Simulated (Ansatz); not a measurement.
# Convergence of a linear-scaling basis for random alloy of the diamond Si-Ge line, x = 0.25 (64 atoms), part 2 of 3

Aim: test how closely localised support functions follow the reference on random alloy of the diamond Si-Ge line, x = 0.25 (64 atoms), and at what cost. A setting counts as converged where the r.m.s. difference of forces stays under 1 % of the r.m.s. force.

Ansatz 0.2.0; Kohn-Sham DFT, PBE, PAW (set soft_2), plane waves.

The cell: 48 Si and 16 Ge. The host structure and its lattice constant were typed by rule, without a check against the phase diagram. Sampling is at Γ alone, for a cell whose shortest periodic width is 11 Å.

So far. Step 4 (Support functions medium): Forces differ from the reference by 0.10 meV/Å r.m.s., 0.028 % of their size, well within a tolerance of 1 %; the energy by -0.060 meV/atom. It took 5.0 times the reference's time (shared host, so rough). Step 5 (Support functions low): Forces differ from the reference by 0.12 meV/Å r.m.s., 0.033 % of their size, well within a tolerance of 1 %; the energy by -0.060 meV/atom. It took 4.2 times the reference's time (shared host, so rough).

### 6. Support functions high

The cell is solved in localised support functions. Besides, the program derives a nominal cutoff of 420 eV for this run, against the reference's 750.

This step: Kohn-Sham DFT, PBE, PAW (set soft_2), localised support functions (high) (Ansatz 0.2.0).

File input.yaml:

```yaml
crystal:
  lattice:
    - [11.0835, 0.0, 0.0]
    - [0.0, 11.0835, 0.0]
    - [0.0, 0.0, 11.0835]
  atoms:
    [... the 64 atom lines of step 2 ...]
kpoints:
  mp_grid: { grid: [1, 1, 1] }
hamiltonian:
  xc: pbe
scf:
  occupations: { method: fixed }
  eigensolver: { kind: { support_functions: { accuracy: high } } }
  max_iter: 150
output:
  forces: true
  eigenvalues: true
```

Command:

```bash
> ansatz run input.yaml --threads 4 --pin off --max-ram 8192MiB --backend cpu --events-out ev --progress --plain --runs-dir out
```

The log of the run:

```text
[...]
Crystal: 64 atoms, lattice volume = 1361.541 Å³
Basis set: ecut = 420 eV, 26745 PW (Γ), exchange–correlation on 150×150×150 points (8 copies of the dense FFT grid, shifted against one another)
Bands: 250, of which v1, the nominal top of the filled ones, is band 208 counted from 1 (207 counted from 0)
Symmetry: 1 space group operations
k-points: 1
[...]
SCF iter   1: F=—  HF=-99222.197443 eV  |F-HF|=—  |Δ(HF+E_count)|=         —  Δρ=3.78e-2  dr2=1.87e1  ethr=1.00e-1
[...]
SCF iter  14: F=—  HF=-99229.919703 eV  |F-HF|=—  |Δ(HF+E_count)|=   1.47e-5  Δρ=6.28e-7  dr2=3.11e-9  ethr=2.55e-11  κ⁻¹=2.4e-5(r=7)
SCF iter  15: F=-99229.919715 eV  HF=-99229.919715 eV  |F-HF|=9.90e-10  |Δ(HF+E_count)|=   1.23e-5  Δρ=2.09e-7  dr2=5.30e-10  ethr=1.00e-12
SCF 1 converged in 15 iterations: F = -99229.919855 eV  dr2 = 5.30e-10
[...]
SCF converged after 15 iterations
[...]
Free energy (F): -99229.919855 eV
[...]
Internal energy: -99229.919855 eV  (E = F + TS)
E sigma→0 (E₀):  -99229.919855 eV
Fermi energy:    6.651876 eV
[...]
Σ components = -99229.919855   (vs F -99229.919855, Δ=0.00e0)
--- Forces (eV/Å), atoms counted from 1 ---
  atom   1  Si    -0.67292095     0.73960827    -0.06339830
  atom   2  Si     0.28187833     0.02512267     0.17982536
  atom   3  Si    -0.23772413     0.62472151    -0.62760132
  atom   4  Si    -0.21512217    -0.42515380     0.81372416
[...]
atom  64  Si    -0.24415418    -0.36874572     0.23707561
  max |Σ_I F_I| component: 3.27e-5 eV/Å
--- Band table (eV) ---
[...]
```

Wall time 3.3 min (4 threads of Arm Neoverse V2, shared host); peak memory 4.6 GiB; 13 min of CPU time.

Keys that differ from the reference: basis.ecutwfc removed, support_functions.accuracy = "high" and scf.max_iter = 150.

Forces differ from the reference by 0.017 meV/Å r.m.s., 0.0046 % of their size, well within a tolerance of 1 %; the energy by -0.064 meV/atom. It took 11 times the reference's time (shared host, so rough).

### 7. Support functions medium, radius 4.02 Å

The radius confines each support function; a larger one gives more freedom and more work per atom. Besides, the program derives a nominal cutoff of 420 eV for this run, against the reference's 750.

This step: Kohn-Sham DFT, PBE, PAW (set soft_2), localised support functions (medium) (Ansatz 0.2.0).

input.yaml, the sections that differ from step 6:

```yaml
scf:
  occupations: { method: fixed }
  eigensolver: { kind: { support_functions: { accuracy: medium, radius: 4.02 } } }
  max_iter: 150
# crystal, kpoints, hamiltonian, output: as in step 6
```

The log of the run:

```text
[...]
Crystal: 64 atoms, lattice volume = 1361.541 Å³
Basis set: ecut = 420 eV, 26745 PW (Γ), exchange–correlation on 150×150×150 points (8 copies of the dense FFT grid, shifted against one another)
Bands: 250, of which v1, the nominal top of the filled ones, is band 208 counted from 1 (207 counted from 0)
Symmetry: 1 space group operations
k-points: 1
[...]
SCF iter   1: F=—  HF=-99220.319894 eV  |F-HF|=—  |Δ(HF+E_count)|=         —  Δρ=3.80e-2  dr2=1.84e1  ethr=1.00e-1
[...]
SCF iter  12: F=—  HF=-99229.907949 eV  |F-HF|=—  |Δ(HF+E_count)|=   7.73e-4  Δρ=7.49e-6  dr2=3.67e-7  ethr=1.30e-10  κ⁻¹=1.1e-6(r=7)
SCF iter  13: F=-99229.908580 eV  HF=-99229.908580 eV  |F-HF|=5.15e-8  |Δ(HF+E_count)|=   6.31e-4  Δρ=1.40e-6  dr2=2.23e-8  ethr=8.83e-11
SCF 1 converged in 13 iterations: F = -99229.919612 eV  dr2 = 2.23e-8
[...]
SCF converged after 13 iterations
[...]
Free energy (F): -99229.919612 eV
[...]
Internal energy: -99229.919612 eV  (E = F + TS)
E sigma→0 (E₀):  -99229.919612 eV
Fermi energy:    6.651979 eV
[...]
Σ components = -99229.919612   (vs F -99229.919612, Δ=0.00e0)
--- Forces (eV/Å), atoms counted from 1 ---
  atom   1  Si    -0.67307514     0.73965608    -0.06330734
  atom   2  Si     0.28202456     0.02509374     0.17979488
  atom   3  Si    -0.23765934     0.62478240    -0.62768058
  atom   4  Si    -0.21511385    -0.42519200     0.81373669
[...]
atom  64  Si    -0.24425297    -0.36884820     0.23693243
  max |Σ_I F_I| component: 6.15e-4 eV/Å
--- Band table (eV) ---
[...]
```

The job ended after 84 s (4 threads; peak memory 2.7 GiB; 5.4 min of CPU time).

Keys that differ from the reference: basis.ecutwfc removed, support_functions.accuracy = "medium", support_functions.radius = 4.02 and scf.max_iter = 150.

Forces differ from the reference by 0.12 meV/Å r.m.s., 0.034 % of their size, well within a tolerance of 1 %; the energy by -0.060 meV/atom. It took 4.8 times the reference's time (shared host, so rough).

### 8. Support functions medium, radius 4.35 Å

The radius confines each support function; a larger one gives more freedom and more work per atom. Besides, the program derives a nominal cutoff of 420 eV for this run, against the reference's 750.

input.yaml, the sections that differ from step 7:

```yaml
scf:
  occupations: { method: fixed }
  eigensolver: { kind: { support_functions: { accuracy: medium, radius: 4.35 } } }
  max_iter: 150
# crystal, kpoints, hamiltonian, output: as in step 7
```

The log of the run:

```text
[...]
Crystal: 64 atoms, lattice volume = 1361.541 Å³
Basis set: ecut = 420 eV, 26745 PW (Γ), exchange–correlation on 150×150×150 points (8 copies of the dense FFT grid, shifted against one another)
Bands: 250, of which v1, the nominal top of the filled ones, is band 208 counted from 1 (207 counted from 0)
Symmetry: 1 space group operations
k-points: 1
[...]
SCF iter   1: F=—  HF=-99222.277403 eV  |F-HF|=—  |Δ(HF+E_count)|=         —  Δρ=3.80e-2  dr2=1.85e1  ethr=1.00e-1
[...]
SCF iter  12: F=—  HF=-99229.917035 eV  |F-HF|=—  |Δ(HF+E_count)|=   2.30e-4  Δρ=7.46e-6  dr2=3.81e-7  ethr=8.32e-11  κ⁻¹=1.5e-6(r=7)
SCF iter  13: F=-99229.917226 eV  HF=-99229.917226 eV  |F-HF|=8.78e-8  |Δ(HF+E_count)|=   1.90e-4  Δρ=1.85e-6  dr2=2.42e-8  ethr=8.32e-11
SCF 1 converged in 13 iterations: F = -99229.919614 eV  dr2 = 2.42e-8
[...]
SCF converged after 13 iterations
[...]
Free energy (F): -99229.919614 eV
[...]
Internal energy: -99229.919614 eV  (E = F + TS)
E sigma→0 (E₀):  -99229.919614 eV
Fermi energy:    6.651915 eV
[...]
Σ components = -99229.919614   (vs F -99229.919614, Δ=0.00e0)
--- Forces (eV/Å), atoms counted from 1 ---
  atom   1  Si    -0.67294147     0.73969250    -0.06341102
  atom   2  Si     0.28187571     0.02518619     0.17981647
  atom   3  Si    -0.23770338     0.62485987    -0.62768740
  atom   4  Si    -0.21518688    -0.42521164     0.81375541
[...]
atom  64  Si    -0.24422233    -0.36880246     0.23708096
  max |Σ_I F_I| component: 3.34e-4 eV/Å
--- Band table (eV) ---
[...]
```

Run time: 1.8 min. Hardware: 4 threads; peak memory 3.1 GiB.

Keys that differ from the reference: basis.ecutwfc removed, support_functions.accuracy = "medium", support_functions.radius = 4.35 and scf.max_iter = 150.

Forces differ from the reference by 0.069 meV/Å r.m.s., 0.019 % of their size, well within a tolerance of 1 %; the energy by -0.060 meV/atom. It took 6.0 times the reference's time (shared host, so rough).

### 9. Support functions medium, radius 4.64 Å

The radius confines each support function; a larger one gives more freedom and more work per atom. Besides, the program derives a nominal cutoff of 420 eV for this run, against the reference's 750.

input.yaml, the sections that differ from step 8:

```yaml
scf:
  occupations: { method: fixed }
  eigensolver: { kind: { support_functions: { accuracy: medium, radius: 4.64 } } }
  max_iter: 150
# crystal, kpoints, hamiltonian, output: as in step 8
```

The log of the run:

```text
[...]
Crystal: 64 atoms, lattice volume = 1361.541 Å³
Basis set: ecut = 420 eV, 26745 PW (Γ), exchange–correlation on 150×150×150 points (8 copies of the dense FFT grid, shifted against one another)
Bands: 250, of which v1, the nominal top of the filled ones, is band 208 counted from 1 (207 counted from 0)
Symmetry: 1 space group operations
k-points: 1
[...]
SCF iter   1: F=—  HF=-99222.378147 eV  |F-HF|=—  |Δ(HF+E_count)|=         —  Δρ=3.79e-2  dr2=1.86e1  ethr=1.00e-1
[...]
SCF iter  12: F=—  HF=-99229.919122 eV  |F-HF|=—  |Δ(HF+E_count)|=   5.47e-5  Δρ=7.33e-6  dr2=3.91e-7  ethr=8.29e-11  κ⁻¹=9.2e-7(r=7)
SCF iter  13: F=-99229.919166 eV  HF=-99229.919166 eV  |F-HF|=3.61e-8  |Δ(HF+E_count)|=   4.37e-5  Δρ=1.09e-6  dr2=1.28e-8  ethr=8.29e-11
SCF 1 converged in 13 iterations: F = -99229.919615 eV  dr2 = 1.28e-8
[...]
SCF converged after 13 iterations
[...]
Free energy (F): -99229.919615 eV
[...]
Internal energy: -99229.919615 eV  (E = F + TS)
E sigma→0 (E₀):  -99229.919615 eV
Fermi energy:    6.651899 eV
[...]
Σ components = -99229.919615   (vs F -99229.919615, Δ=0.00e0)
--- Forces (eV/Å), atoms counted from 1 ---
  atom   1  Si    -0.67291008     0.73965883    -0.06339387
  atom   2  Si     0.28184562     0.02515999     0.17980637
  atom   3  Si    -0.23769115     0.62475263    -0.62762834
  atom   4  Si    -0.21515202    -0.42517355     0.81373782
[...]
atom  64  Si    -0.24415829    -0.36876495     0.23706986
  max |Σ_I F_I| component: 1.65e-4 eV/Å
--- Band table (eV) ---
[...]
```

The job ended after 2.2 min (4 threads; peak memory 3.5 GiB; 8.5 min of CPU time).

Keys that differ from the reference: basis.ecutwfc removed, support_functions.accuracy = "medium", support_functions.radius = 4.64 and scf.max_iter = 150.

Forces differ from the reference by 0.046 meV/Å r.m.s., 0.013 % of their size, well within a tolerance of 1 %; the energy by -0.060 meV/atom. It took 7.4 times the reference's time (shared host, so rough).

### 10. Support functions medium, radius 4.97 Å

The radius confines each support function; a larger one gives more freedom and more work per atom. Besides, the program derives a nominal cutoff of 420 eV for this run, against the reference's 750.

input.yaml, the sections that differ from step 9:

```yaml
scf:
  occupations: { method: fixed }
  eigensolver: { kind: { support_functions: { accuracy: medium, radius: 4.97 } } }
  max_iter: 150
# crystal, kpoints, hamiltonian, output: as in step 9
```

The log of the run:

```text
[...]
Crystal: 64 atoms, lattice volume = 1361.541 Å³
Basis set: ecut = 420 eV, 26745 PW (Γ), exchange–correlation on 150×150×150 points (8 copies of the dense FFT grid, shifted against one another)
Bands: 250, of which v1, the nominal top of the filled ones, is band 208 counted from 1 (207 counted from 0)
Symmetry: 1 space group operations
k-points: 1
[...]
SCF iter   1: F=—  HF=-99222.197363 eV  |F-HF|=—  |Δ(HF+E_count)|=         —  Δρ=3.78e-2  dr2=1.87e1  ethr=1.00e-1
[...]
SCF iter  12: F=—  HF=-99229.919468 eV  |F-HF|=—  |Δ(HF+E_count)|=   1.70e-5  Δρ=8.37e-6  dr2=4.69e-7  ethr=7.68e-11  κ⁻¹=8.9e-7(r=7)
SCF iter  13: F=-99229.919481 eV  HF=-99229.919481 eV  |F-HF|=1.01e-7  |Δ(HF+E_count)|=   1.32e-5  Δρ=1.47e-6  dr2=1.85e-8  ethr=7.68e-11
SCF 1 converged in 13 iterations: F = -99229.919614 eV  dr2 = 1.85e-8
[...]
SCF converged after 13 iterations
[...]
Free energy (F): -99229.919614 eV
[...]
Internal energy: -99229.919614 eV  (E = F + TS)
E sigma→0 (E₀):  -99229.919614 eV
Fermi energy:    6.651904 eV
[...]
Σ components = -99229.919614   (vs F -99229.919614, Δ=0.00e0)
--- Forces (eV/Å), atoms counted from 1 ---
  atom   1  Si    -0.67291153     0.73963576    -0.06339132
  atom   2  Si     0.28184272     0.02513231     0.17979982
  atom   3  Si    -0.23770409     0.62473941    -0.62761366
  atom   4  Si    -0.21515417    -0.42516856     0.81373455
[...]
atom  64  Si    -0.24415660    -0.36875272     0.23708471
  max |Σ_I F_I| component: 1.38e-4 eV/Å
--- Band table (eV) ---
[...]
```

It took 2.7 min on 4 threads; peak memory 4 GiB; 11 min of CPU time.

Keys that differ from the reference: basis.ecutwfc removed, support_functions.accuracy = "medium", support_functions.radius = 4.97 and scf.max_iter = 150.

Forces differ from the reference by 0.039 meV/Å r.m.s., 0.011 % of their size, well within a tolerance of 1 %; the energy by -0.060 meV/atom. It took 9.3 times the reference's time (shared host, so rough).

### 11. Support functions medium, radius 5.59 Å

The radius confines each support function; a larger one gives more freedom and more work per atom. Besides, the program derives a nominal cutoff of 420 eV for this run, against the reference's 750.

input.yaml, the sections that differ from step 10:

```yaml
scf:
  occupations: { method: fixed }
  eigensolver: { kind: { support_functions: { accuracy: medium, radius: 5.59 } } }
  max_iter: 150
# crystal, kpoints, hamiltonian, output: as in step 10
```

The log of the run:

```text
[...]
Crystal: 64 atoms, lattice volume = 1361.541 Å³
Basis set: ecut = 420 eV, 26745 PW (Γ), exchange–correlation on 150×150×150 points (8 copies of the dense FFT grid, shifted against one another)
Bands: 250, of which v1, the nominal top of the filled ones, is band 208 counted from 1 (207 counted from 0)
Symmetry: 1 space group operations
k-points: 1
[...]
SCF iter   1: F=—  HF=-99222.160606 eV  |F-HF|=—  |Δ(HF+E_count)|=         —  Δρ=3.80e-2  dr2=1.91e1  ethr=1.00e-1
[...]
SCF iter  11: F=—  HF=-99229.919596 eV  |F-HF|=—  |Δ(HF+E_count)|=   1.83e-6  Δρ=5.93e-6  dr2=2.49e-7  ethr=1.06e-9  κ⁻¹=1.9e-6(r=7)
SCF iter  12: F=-99229.919598 eV  HF=-99229.919598 eV  |F-HF|=7.35e-7  |Δ(HF+E_count)|=   1.87e-6  Δρ=4.78e-6  dr2=1.42e-7  ethr=5.99e-11
SCF 1 converged in 12 iterations: F = -99229.919614 eV  dr2 = 1.42e-7
[...]
SCF converged after 12 iterations
[...]
Free energy (F): -99229.919614 eV
[...]
Internal energy: -99229.919614 eV  (E = F + TS)
E sigma→0 (E₀):  -99229.919614 eV
Fermi energy:    6.651892 eV
[...]
Σ components = -99229.919614   (vs F -99229.919614, Δ=0.00e0)
--- Forces (eV/Å), atoms counted from 1 ---
  atom   1  Si    -0.67290773     0.73962980    -0.06339121
  atom   2  Si     0.28185347     0.02512347     0.17981048
  atom   3  Si    -0.23770393     0.62473567    -0.62761292
  atom   4  Si    -0.21514850    -0.42516068     0.81373346
[...]
atom  64  Si    -0.24415879    -0.36875068     0.23708324
  max |Σ_I F_I| component: 1.25e-4 eV/Å
--- Band table (eV) ---
[...]
```

Wall time 4.1 min (4 threads); peak memory 5.1 GiB.

Keys that differ from the reference: basis.ecutwfc removed, support_functions.accuracy = "medium", support_functions.radius = 5.59 and scf.max_iter = 150.

Forces differ from the reference by 0.038 meV/Å r.m.s., 0.011 % of their size, well within a tolerance of 1 %; the energy by -0.060 meV/atom. It took 14 times the reference's time (shared host, so rough).

### 12. Support functions medium, radius 6.21 Å

The radius confines each support function; a larger one gives more freedom and more work per atom. Besides, the program derives a nominal cutoff of 420 eV for this run, against the reference's 750.

input.yaml, the sections that differ from step 11:

```yaml
scf:
  occupations: { method: fixed }
  eigensolver: { kind: { support_functions: { accuracy: medium, radius: 6.21 } } }
  max_iter: 150
# crystal, kpoints, hamiltonian, output: as in step 11
```

The log of the run:

```text
[...]
Crystal: 64 atoms, lattice volume = 1361.541 Å³
Basis set: ecut = 420 eV, 26745 PW (Γ), exchange–correlation on 150×150×150 points (8 copies of the dense FFT grid, shifted against one another)
Bands: 250, of which v1, the nominal top of the filled ones, is band 208 counted from 1 (207 counted from 0)
Symmetry: 1 space group operations
k-points: 1
[...]
SCF iter   1: F=—  HF=-99222.230326 eV  |F-HF|=—  |Δ(HF+E_count)|=         —  Δρ=3.81e-2  dr2=1.93e1  ethr=1.00e-1
[...]
SCF iter  10: F=—  HF=-99229.919621 eV  |F-HF|=—  |Δ(HF+E_count)|=   1.06e-5  Δρ=2.73e-5  dr2=6.40e-6  ethr=2.88e-9  κ⁻¹=2.5e-7(r=7)
SCF iter  11: F=-99229.919612 eV  HF=-99229.919612 eV  |F-HF|=4.65e-7  |Δ(HF+E_count)|=   8.49e-6  Δρ=3.69e-6  dr2=1.16e-7  ethr=1.54e-9
SCF 1 converged in 11 iterations: F = -99229.919614 eV  dr2 = 1.16e-7
[...]
SCF converged after 11 iterations
[...]
Free energy (F): -99229.919614 eV
[...]
Internal energy: -99229.919614 eV  (E = F + TS)
E sigma→0 (E₀):  -99229.919614 eV
Fermi energy:    6.651911 eV
[...]
Σ components = -99229.919614   (vs F -99229.919614, Δ=0.00e0)
--- Forces (eV/Å), atoms counted from 1 ---
  atom   1  Si    -0.67290114     0.73960332    -0.06339685
  atom   2  Si     0.28185628     0.02513082     0.17980714
  atom   3  Si    -0.23771146     0.62474341    -0.62760179
  atom   4  Si    -0.21513425    -0.42514516     0.81370884
[...]
atom  64  Si    -0.24415097    -0.36875192     0.23706637
  max |Σ_I F_I| component: 1.29e-4 eV/Å
--- Band table (eV) ---
[...]
```

It took 6.1 min on 4 threads; peak memory 6.3 GiB; 24 min of CPU time.

Keys that differ from the reference: basis.ecutwfc removed, support_functions.accuracy = "medium", support_functions.radius = 6.21 and scf.max_iter = 150.

Forces differ from the reference by 0.037 meV/Å r.m.s., 0.010 % of their size, well within a tolerance of 1 %; the energy by -0.060 meV/atom. It took 21 times the reference's time (shared host, so rough).

(Continued in part 3 of 3.)

[Long decimals in the printed logs are rounded to 6 places.]

[Logs are printed without paths, hosts, clocks, repeated set-up lines and the standing remarks that a program may print on its own settings, such as how far it seeks lower states.]

[Hosts, paths, dates, database ids (printed as entryN), source tags and the programs' standing remarks are cut or masked in the printed files.]
